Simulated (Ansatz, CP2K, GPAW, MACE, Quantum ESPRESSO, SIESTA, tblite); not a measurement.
## Amorphous Si (76 atoms) in SIESTA

How do the settings of SIESTA change the result for amorphous Si (76 atoms)? A plane-wave run serves as the yardstick.

Method: the method is named at each step, in SIESTA 5.4.2.

## Step 1: The structure

The cell holds 76 atoms: 76 Si. Cell: a = 11.521 Å, b = 11.521 Å, c = 11.521 Å, α = 90.0°, β = 90.0°, γ = 90.0°. 76 atoms (76 Si) placed at random at 2.32 g/cm³, melted at 3500 K for 10 ps at fixed volume with the Tersoff potential (Tersoff, Phys. Rev. B 39, 5566 (1989)). Quenched from 3100 K to 500 K at 10 K/ps and fixed volume, annealed at 900 K for 50 ps, held 5 ps. Then every atom was moved at random, 0.05 Å r.m.s. a Cartesian component.

The yardstick, on the same geometry:

| Item | Value |
| --- | --- |
| method | Kohn-Sham DFT, PBE, PAW, plane waves (Ansatz 0.2.0); cutoff 420 eV, Γ point, fermi-dirac smearing of 0.05 eV; PAW set soft_2 |
| r.m.s. force component | 0.9372 eV/Å |
| longest force | 4.062 eV/Å |
| pressure | 0.3203 GPa |
| SCF cycles | 10 |
| time | 5.6 s on 8 threads of Arm Neoverse V2, shared host |
| CPU time | 40 s |

## Step 2: PBE, DZP, shift 0.01 Ry, mesh 300 Ry

Method: Kohn-Sham DFT, PBE, PseudoDojo 0.4.1 norm-conserving pseudopotentials (converted to PSML), numerical atomic orbitals (DZP), diagonalisation.

The .psml files are PseudoDojo norm-conserving potentials that we converted to this format, checked against plane waves on the same files for H, C, O, Si, Ge and Ca alone.

The input, input.fdf:

```
SystemLabel cell
NumberOfAtoms 76
NumberOfSpecies 1
%block ChemicalSpeciesLabel
  1 14 Si
%endblock ChemicalSpeciesLabel
LatticeConstant 1.0 Ang
%block LatticeVectors
  11.52060 0.00000 0.00000
  0.00000 11.52060 0.00000
  0.00000 0.00000 11.52060
%endblock LatticeVectors
PAO.BasisSize DZP
PAO.EnergyShift 0.01 Ry
XC.Functional GGA
XC.Authors PBE
MeshCutoff 300 Ry
%block kgrid_Monkhorst_Pack
  1 0 0 0.0
  0 1 0 0.0
  0 0 1 0.0
%endblock kgrid_Monkhorst_Pack
SolutionMethod diagon
OccupationFunction FD
ElectronicTemperature 580 K
SCF.Mixer.Method Pulay
SCF.Mixer.Weight 0.05
SCF.Mixer.History 8
SCF.Mix Hamiltonian
MaxSCFIterations 300
SCF.DM.Tolerance 1e-04
SCF.H.Tolerance 1.0e-3 eV
WriteForces T
Write.HirshfeldPop T
Write.VoronoiPop T
Write.DM F
Write.H F
XML.Write F
AtomicCoordinatesFormat Fractional
%block AtomicCoordinatesAndAtomicSpecies
  0.95701 0.28468 0.06126 1
  0.64647 0.35974 0.10614 1
  0.06832 0.06670 0.21606 1
  0.29154 0.29325 0.07318 1
  0.89395 0.31908 0.57108 1
  0.69630 0.04936 0.04485 1
  0.69014 0.29873 0.57404 1
  0.49667 0.78593 0.74783 1
  0.20752 0.58920 0.29692 1
  0.21545 0.80556 0.58602 1
  0.86617 0.62222 0.46359 1
  0.82037 0.62499 0.80548 1
  0.25420 0.20597 0.88646 1
  0.12359 0.44056 0.73049 1
  0.99454 0.05309 0.71800 1
  0.28748 0.31547 0.69020 1
  0.29734 0.91967 0.03723 1
  0.02891 0.17016 0.90030 1
  0.76855 0.55055 0.11277 1
  0.96957 0.49935 0.04573 1
  0.27863 0.87018 0.39314 1
  0.52586 0.96978 0.15167 1
  0.31464 0.35999 0.46351 1
  0.66707 0.22668 0.77618 1
  0.96487 0.77488 0.76669 1
  0.21570 0.58304 0.86667 1
  0.64703 0.38716 0.90889 1
  0.33502 0.65814 0.70865 1
  0.44005 0.71064 0.38167 1
  0.54391 0.70111 0.92808 1
  0.39573 0.13583 0.17497 1
  0.45042 0.24918 0.34213 1
  0.33604 0.49598 0.00274 1
  0.06440 0.67376 0.95093 1
  0.31915 0.07346 0.42938 1
  0.98604 0.98935 0.03476 1
  0.76860 0.21211 0.13249 1
  0.11828 0.28340 0.40904 1
  0.11729 0.26663 0.19231 1
  0.57568 0.56528 0.39814 1
  0.49170 0.98661 0.74765 1
  0.73523 0.61469 0.61354 1
  0.55284 0.84986 0.46975 1
  0.79932 0.81414 0.25318 1
  0.05469 0.47628 0.22964 1
  0.31846 0.01784 0.85725 1
  0.50354 0.50620 0.88747 1
  0.66464 0.04703 0.83784 1
  0.11093 0.81446 0.06748 1
  0.64624 0.95157 0.31146 1
  0.82209 0.87733 0.06330 1
  0.76535 0.10935 0.31460 1
  0.74789 0.71114 0.98864 1
  0.49589 0.42536 0.25082 1
  0.44794 0.78758 0.08315 1
  0.01583 0.74347 0.57736 1
[... 16 atom lines left out ...]
  0.01614 0.13989 0.52414 1
  0.20650 0.13338 0.58376 1
  0.67665 0.80963 0.62567 1
  0.74718 0.62255 0.31320 1
%endblock AtomicCoordinatesAndAtomicSpecies
```

The run is started by

```bash
$ OMP_NUM_THREADS=1 mpirun -np 2 siesta < input.fdf > output.txt
```

Log:

```text
Version         : 5.4.2
reinit: System Name:
reinit: System Label: cell
initatom: Reading input for the pseudopotentials and atomic orbitals ----------
Species number:   1 Atomic number:   14 Label: Si
Ground state valence configuration (from tables):   3s02  3p02  3d00  4f00
---- Processing specs for species: Si
GGA--PBE XC_GGA_X_PBE--XC_GGA_C_PBE pb
Si pseudopotential only contains V_ls up to l=2 -- lmxkb reset.
Using PAO.SplitTailNorm
%block ChemicalSpeciesLabel
    1   14 Si                      # Species index, atomic number, species label
%endblock ChemicalSpeciesLabel
%block PAO.Basis                 # Define Basis set
Si                    2                    # Species label, number of l-shells
 n=3   0   2                         # n, l, Nzeta
   5.392      3.847
   1.000      1.000
 n=3   1   2 P   1                   # n, l, Nzeta, Polarization, NzetaPol
   6.844      4.952
   1.000      1.000
%endblock PAO.Basis
coor:   Atomic-coordinates input format  =     Fractional
siesta: System type = bulk
initatomlists: Number of atoms, orbitals, and projectors:     76   988  1368
siesta: ******************** Simulation parameters ****************************
Total number of electrons:   304.000000
Total ionic charge:   304.000000
 Kpoints in:            1 . Kpoints trimmed:            1
siesta: k-grid: Number of k-points = 1
siesta: k-points from Monkhorst-Pack grid
siesta: k-cutoff (effective) =     5.760 Ang
siesta: k-point supercell and displacements
siesta: k-grid:     1     0     0      0.000
siesta: k-grid:     0     1     0      0.000
siesta: k-grid:     0     0     1      0.000
                     ====================================
                        Single-point calculation
                     ====================================
outcell: Unit cell vectors (Ang):
       11.520600    0.000000    0.000000
        0.000000   11.520600    0.000000
        0.000000    0.000000   11.520600
outcell: Cell vector modules (Ang)   :   11.520600   11.520600   11.520600
outcell: Cell angles (23,13,12) (deg):     90.0000     90.0000     90.0000
outcell: Cell volume (Ang**3)        :   1529.0627
Gamma-point calculation with multiply-connected orbital pairs
Gamma-point calculation with multiply-connected orbital pairs
Folding of H and S implicitly performed
Folding of H and S implicitly performed
new_DM -- step:     1
Initializing Density Matrix...
Attempting to read DM from file... Failed...
DM filled with atomic data:
InitMesh: MESH = 128 x 128 x 128 = 2097152
InitMesh: Mesh cutoff (required, used) =   300.000   341.171 Ry
stepf: Fermi-Dirac step function
        iscf     Eharris(eV)        E_KS(eV)     FreeEng(eV)     dDmax    Ef(eV) dHmax(eV)
   scf:    1    -8652.413246    -8709.383493    -8709.571060  1.701292 -4.357816  2.500787
   scf:    2    -8711.265316    -8710.420460    -8710.616186  0.031974 -4.356340  1.426113
   scf:    3    -8711.832761    -8711.298381    -8711.509620  0.050290 -4.354415  0.602383
   scf:    4    -8711.880827    -8711.651934    -8711.872568  0.011866 -4.352100  0.386495
   scf:    5    -8711.798402    -8711.737182    -8711.961422  0.015719 -4.347241  0.353261
   scf:    6    -8711.834063    -8711.792434    -8712.017436  0.002782 -4.342560  0.124298
   scf:    7    -8711.835736    -8711.816703    -8712.043276  0.006068 -4.337023  0.098937
   scf:    8    -8711.835415    -8711.826942    -8712.053822  0.003416 -4.332792  0.065110
   scf:    9    -8711.832687    -8711.830396    -8712.058133  0.005743 -4.329219  0.042898
   scf:   10    -8711.832526    -8711.831553    -8712.059240  0.000731 -4.328003  0.019145
   scf:   11    -8711.832766    -8711.832246    -8712.060118  0.002058 -4.326695  0.009662
   scf:   12    -8711.832495    -8711.832373    -8712.060229  0.000261 -4.326485  0.006718
   scf:   13    -8711.832643    -8711.832519    -8712.060409  0.000825 -4.326096  0.003661
   scf:   14    -8711.832486    -8711.832505    -8712.060460  0.000415 -4.325935  0.002420
   scf:   15    -8711.832538    -8711.832524    -8712.060493  0.000246 -4.325864  0.001144
   scf:   16    -8711.832530    -8711.832527    -8712.060496  0.000037 -4.325867  0.001068
   scf:   17    -8711.832539    -8711.832533    -8712.060503  0.000159 -4.325889  0.000578
   scf:   18    -8711.832532    -8711.832533    -8712.060505  0.000069 -4.325903  0.000284
SCF Convergence by DM+H criterion
max |DM_out - DM_in|         :     0.0000689034
max |H_out - H_in|      (eV) :     0.0002841975
SCF cycle converged after 18 iterations
Using DM_out to compute the final energy and forces
siesta: E_KS(eV) =            -8711.8325
siesta: E_KS - E_eggbox =     -8711.8325
siesta: Atomic forces (eV/Ang):
     1   -0.285165   -0.136445    0.059368
     2   -0.810590    2.411960    0.827317
     3   -0.534599    0.201933   -1.538754
     4   -0.010708   -0.180088   -0.531190
     5    0.822357   -0.935853    0.203838
     6   -0.951472   -1.922794   -0.612923
     7    1.481883    1.355466    3.550708
     8    0.918243   -0.384454   -0.075404
     9    0.007605   -0.186740    0.530093
    10    0.530032    0.261193    0.653606
    11    1.751873   -0.781673    0.786437
    12    0.443526    0.287997   -0.215862
[...]
72   -0.135173   -0.294853   -0.394435
    73   -1.745480    0.768434    0.212098
    74    1.120712    0.292138    1.235355
    75   -0.187018   -0.102352    0.355448
    76   -0.578644    0.354249   -2.712575
----------------------------------------
   Tot    0.000536   -0.000590   -0.000705
----------------------------------------
   Max    3.550708
   Res    0.982777    sqrt( Sum f_i^2 / 3N )
----------------------------------------
   Max    3.550708    constrained
Stress tensor Voigt[x,y,z,yz,xz,xy] (kbar):       -8.31       -5.96      -11.59      -14.28      -12.29        5.98
(Free)E + p*V (eV/cell)    -8703.8337
Target enthalpy (eV/cell)    -8712.0605
siesta: Program's energy decomposition (eV):
siesta: Ebs     =     -2890.780245
siesta: Eions   =     14738.653756
siesta: Ena     =      4702.809822
siesta: Ekin    =      3120.425795
siesta: Enl     =      1214.237852
siesta: DEna    =       150.841822
siesta: DUscf   =         9.502849
siesta: Ex      =     -2779.252267
siesta: Ec      =      -391.744650
siesta: Exc     =     -3170.996917
siesta: Eharris =     -8711.832532
siesta: Etot    =     -8711.832533
siesta: FreeEng =     -8712.060505
siesta: Final energy (eV):
siesta:  Band Struct. =   -2890.780245
siesta:       Kinetic =    3120.425795
siesta:       Hartree =     699.807133
siesta:         Exch. =   -2779.252267
siesta:         Corr. =    -391.744650
siesta:   Exch.-corr. =   -3170.996917
siesta:  Ion-electron =   -4099.700131
siesta:       Ion-ion =   -5261.368413
siesta:         Total =   -8711.832533
siesta:         Fermi =      -4.325903
siesta: Stress tensor (static) (eV/Ang**3):
siesta:    -0.005184    0.003733   -0.007673
siesta:     0.003733   -0.003721   -0.008911
siesta:    -0.007673   -0.008911   -0.007236
siesta: Cell volume =       1529.062699 Ang**3
siesta: Pressure (static):
siesta:                Solid            Molecule  Units
siesta:           0.00005860          0.00013432  Ry/Bohr**3
siesta:           0.00538026          0.01233307  eV/Ang**3
siesta:           8.62013467         19.75976109  kBar
    Orbital volume contribution        =          57.492401 eV
    (Free)E + p_basis*V_orbitals       =       -8654.568104 eV
    (Free)Eharris+ p_basis*V_orbitals  =       -8654.568103 eV
Hirshfeld Atomic Populations:
Atom #   charge [q] valence [e]  Species
     1     0.025877    3.974123  Si
     2     0.001140    3.998860  Si
     3    -0.002896    4.002896  Si
     4     0.013247    3.986753  Si
     5     0.019033    3.980967  Si
     6    -0.011760    4.011760  Si
     7    -0.005665    4.005665  Si
     8    -0.007584    4.007584  Si
     9    -0.023858    4.023858  Si
    10     0.022155    3.977845  Si
    11     0.023382    3.976618  Si
    12    -0.006046    4.006046  Si
[...]
--------------------
 Total    -0.000002
Voronoi Atomic Populations:
Atom #   charge [q] valence [e]  Species
[...]
72    -0.021953    4.021953  Si
    73    -0.035128    4.035128  Si
    74    -0.014158    4.014158  Si
    75     0.004389    3.995611  Si
    76    -0.036028    4.036028  Si
--------------------
 Total    -0.000003
```

The job ended after 3 min (2 MPI ranks of Arm Neoverse V2, shared host; peak memory 1.8 GiB).

Banners, paths, timers and routine set-up lines are dropped from the logs unmarked, and long logs keep their key lines alone; longer cuts are marked.

Against the reference:

```
r.m.s. force component                  : 0.9828 eV/Å
r.m.s. difference of force components   : 53.03 meV/Å
longest difference of force vectors     : 229.5 meV/Å
force difference over r.m.s. force      : 5.658 %
slope of forces against the reference's : 1.048
correlation of force components         : 0.9996
pressure                                : 0.862 GPa
pressure difference                     : 0.5417 GPa
```

The surroundings of Si66, which bears the longest force, nearest first, numbered as they follow in the input and with coordinates relative to it.

```csv
atom,x,y,z,distance (Å),bonds,Hirshfeld charge (e),Fx,Fy,Fz (eV/Å)
Si66,0.00,0.00,0.00,0.00,4,0.00,-2.53,-2.48,-2.42
Si7,0.70,1.37,1.41,2.09,4,-0.01,1.48,1.36,3.55
Si52,1.56,-0.81,-1.58,2.37,4,0.01,0.85,0.57,0.42
Si62,-1.46,-1.70,1.18,2.53,4,0.01,-0.64,0.63,-2.08
Si32,-2.06,0.80,-1.26,2.55,5,-0.01,0.40,-0.73,0.84
Si50,0.19,-2.63,-1.61,3.09,4,-0.01,-0.02,-1.93,0.10
Si63,-0.28,3.40,1.38,3.68,4,0.00,-0.78,-0.03,0.45
Si5,3.05,1.60,1.38,3.71,4,0.02,0.82,-0.94,0.20
Si35,-3.58,-1.23,-0.25,3.79,5,-0.01,0.84,0.26,0.38
Si24,0.43,0.54,3.74,3.80,3,0.04,0.21,2.32,-1.05
Si43,-0.88,-3.80,0.21,3.91,4,-0.02,1.09,1.40,0.06
Si54,-1.54,2.83,-2.31,3.96,4,0.00,0.57,1.26,-0.34
Si37,1.60,0.37,-3.67,4.03,4,0.01,1.47,-0.67,0.70
```

Forces lie 5.7 % from the reference's, at 9.0 times its CPU time (on 2 against 8 cores).

## Step 3: PBE, SZP, shift 0.01 Ry, mesh 300 Ry

Method: Kohn-Sham DFT, PBE, PseudoDojo 0.4.1 norm-conserving pseudopotentials (converted to PSML), numerical atomic orbitals (SZP), diagonalisation.

Edit input.fdf of step 2 so:

```diff
@@ -12,3 +12,3 @@
 %endblock LatticeVectors
-PAO.BasisSize DZP
+PAO.BasisSize SZP
 PAO.EnergyShift 0.01 Ry
```

The run is started by

```bash
$ OMP_NUM_THREADS=1 siesta < input.fdf > output.txt
```

Log:

```text
Version         : 5.4.2
reinit: System Name:
reinit: System Label: cell
initatom: Reading input for the pseudopotentials and atomic orbitals ----------
Species number:   1 Atomic number:   14 Label: Si
Ground state valence configuration (from tables):   3s02  3p02  3d00  4f00
---- Processing specs for species: Si
GGA--PBE XC_GGA_X_PBE--XC_GGA_C_PBE pb
[... lines left out ...]
        iscf     Eharris(eV)        E_KS(eV)     FreeEng(eV)     dDmax    Ef(eV) dHmax(eV)
[... lines left out ...]
SCF Convergence by DM+H criterion
[... lines left out ...]
SCF cycle converged after 16 iterations
[... lines left out ...]
   Max    4.080222
[... lines left out ...]
   Max    4.080222    constrained
Stress tensor Voigt[x,y,z,yz,xz,xy] (kbar):      -52.54      -57.65      -61.65      -14.68      -12.82        4.00
[... lines left out ...]
siesta: FreeEng =     -8685.836677
[... lines left out ...]
siesta:         Fermi =      -4.471160
[... lines left out ...]
siesta:     0.002496   -0.035984   -0.009161
siesta:    -0.008000   -0.009162   -0.038480
siesta: Cell volume =       1529.062699 Ang**3
siesta: Pressure (static):
siesta:                Solid            Molecule  Units
siesta:           0.00038939          0.00046556  Ry/Bohr**3
siesta:           0.03575206          0.04274579  eV/Ang**3
siesta:          57.28112069         68.48631264  kBar
    Orbital volume contribution        =          46.988872 eV
    (Free)E + p_basis*V_orbitals       =       -8638.847805 eV
    (Free)Eharris+ p_basis*V_orbitals  =       -8638.847816 eV
Hirshfeld Atomic Populations:
Atom #   charge [q] valence [e]  Species
     1     0.022005    3.977995  Si
     2     0.002396    3.997604  Si
     3    -0.005140    4.005140  Si
[...]
--------------------
 Total    -0.000001
Voronoi Atomic Populations:
Atom #   charge [q] valence [e]  Species
[...]
75     0.003528    3.996472  Si
    76    -0.037270    4.037270  Si
--------------------
 Total    -0.000001
```

The job ended after 4.1 min (1 thread; peak memory 1.3 GiB).

Numbers from this run, and their distance from the reference:

| Item | Value |
| --- | --- |
| r.m.s. force component | 1.158 eV/Å |
| r.m.s. difference of force components | 285 meV/Å |
| longest difference of force vectors | 1001 meV/Å |
| force difference over r.m.s. force | 30.41 % |
| slope of forces against the reference's | 1.216 |
| correlation of force components | 0.9849 |
| pressure | 5.728 GPa |
| pressure difference | 5.408 GPa |

This is a coarse setting, run to see what it loses.

Against the first run (5.7 %), the force difference from the reference is 30 %, at 0.68 times the CPU time (on 1 against 2 cores), with 684 basis functions against 988: the smaller basis costs accuracy.

## Step 4: PBE, SZ, shift 0.01 Ry, mesh 300 Ry

Method: Kohn-Sham DFT, PBE, PseudoDojo 0.4.1 norm-conserving pseudopotentials (converted to PSML), numerical atomic orbitals (SZ), diagonalisation.

Edit input.fdf of step 3 so:

```diff
@@ -12,3 +12,3 @@
 %endblock LatticeVectors
-PAO.BasisSize SZP
+PAO.BasisSize SZ
 PAO.EnergyShift 0.01 Ry
```

Log:

```text
Version         : 5.4.2
reinit: System Name:
reinit: System Label: cell
initatom: Reading input for the pseudopotentials and atomic orbitals ----------
Species number:   1 Atomic number:   14 Label: Si
Ground state valence configuration (from tables):   3s02  3p02  3d00  4f00
---- Processing specs for species: Si
GGA--PBE XC_GGA_X_PBE--XC_GGA_C_PBE pb
Using PAO.SplitTailNorm
%block ChemicalSpeciesLabel
    1   14 Si                      # Species index, atomic number, species label
%endblock ChemicalSpeciesLabel
%block PAO.Basis                 # Define Basis set
[... lines left out ...]
stepf: Fermi-Dirac step function
        iscf     Eharris(eV)        E_KS(eV)     FreeEng(eV)     dDmax    Ef(eV) dHmax(eV)
[... lines left out ...]
SCF Convergence by DM+H criterion
[... lines left out ...]
SCF cycle converged after 17 iterations
[... lines left out ...]
   Max    4.645918
[... lines left out ...]
   Max    4.645918    constrained
Stress tensor Voigt[x,y,z,yz,xz,xy] (kbar):     -106.28     -119.50     -120.31      -17.73      -17.33        3.31
[... lines left out ...]
siesta: FreeEng =     -8647.186498
[... lines left out ...]
siesta:       Kinetic =    3023.654618
siesta:       Hartree =     605.003417
siesta:         Exch. =   -2744.812588
siesta:         Corr. =    -394.849384
siesta:   Exch.-corr. =   -3139.661972
siesta:  Ion-electron =   -3874.628777
siesta:       Ion-ion =   -5261.368413
siesta:         Total =   -8647.001128
siesta:         Fermi =      -3.904141
siesta: Stress tensor (static) (eV/Ang**3):
siesta:    -0.066337    0.002067   -0.010816
siesta:     0.002067   -0.074587   -0.011065
siesta:    -0.010816   -0.011065   -0.075092
siesta: Cell volume =       1529.062699 Ang**3
siesta: Pressure (static):
siesta:                Solid            Molecule  Units
siesta:           0.00078424          0.00091720  Ry/Bohr**3
siesta:           0.07200532          0.08421312  eV/Ang**3
siesta:         115.36523840        134.92428978  kBar
    Orbital volume contribution        =          28.111053 eV
    (Free)E + p_basis*V_orbitals       =       -8619.075444 eV
    (Free)Eharris+ p_basis*V_orbitals  =       -8619.075451 eV
Hirshfeld Atomic Populations:
Atom #   charge [q] valence [e]  Species
     1     0.013128    3.986872  Si
     2     0.000597    3.999403  Si
     3    -0.008432    4.008432  Si
[...]
--------------------
 Total    -0.000001
Voronoi Atomic Populations:
Atom #   charge [q] valence [e]  Species
[...]
75    -0.007361    4.007361  Si
    76    -0.029589    4.029589  Si
--------------------
 Total    -0.000001
```

The job ended after 84 s (1 thread; peak memory 0.74 GiB).

Compared with the plane-wave run:

* r.m.s. force component: 1.387 eV/Å
* r.m.s. difference of force components: 518.9 meV/Å
* longest difference of force vectors: 1525 meV/Å
* force difference over r.m.s. force: 55.36 %
* slope of forces against the reference's: 1.442
* correlation of force components: 0.9742
* pressure: 11.54 GPa
* pressure difference: 11.22 GPa

This is a coarse setting, run to see what it loses.

Against the first run (5.7 %), the force difference from the reference is 55 %, at 0.23 times the CPU time (on 1 against 2 cores), with 304 basis functions against 988: the smaller basis costs accuracy.

(Part 1 of 2 ends here.)

[Also dropped from logs without a mark: logging warnings of Python, and SIESTA's first energy breakdown and zero terms.]

[Logs are printed without paths, hosts, clocks, repeated set-up lines and the standing remarks that a program may print on its own settings, such as how far it seeks lower states.]

[Hosts, paths, dates, database ids (printed as entryN), source tags and the programs' standing remarks are cut or masked in the printed files.]
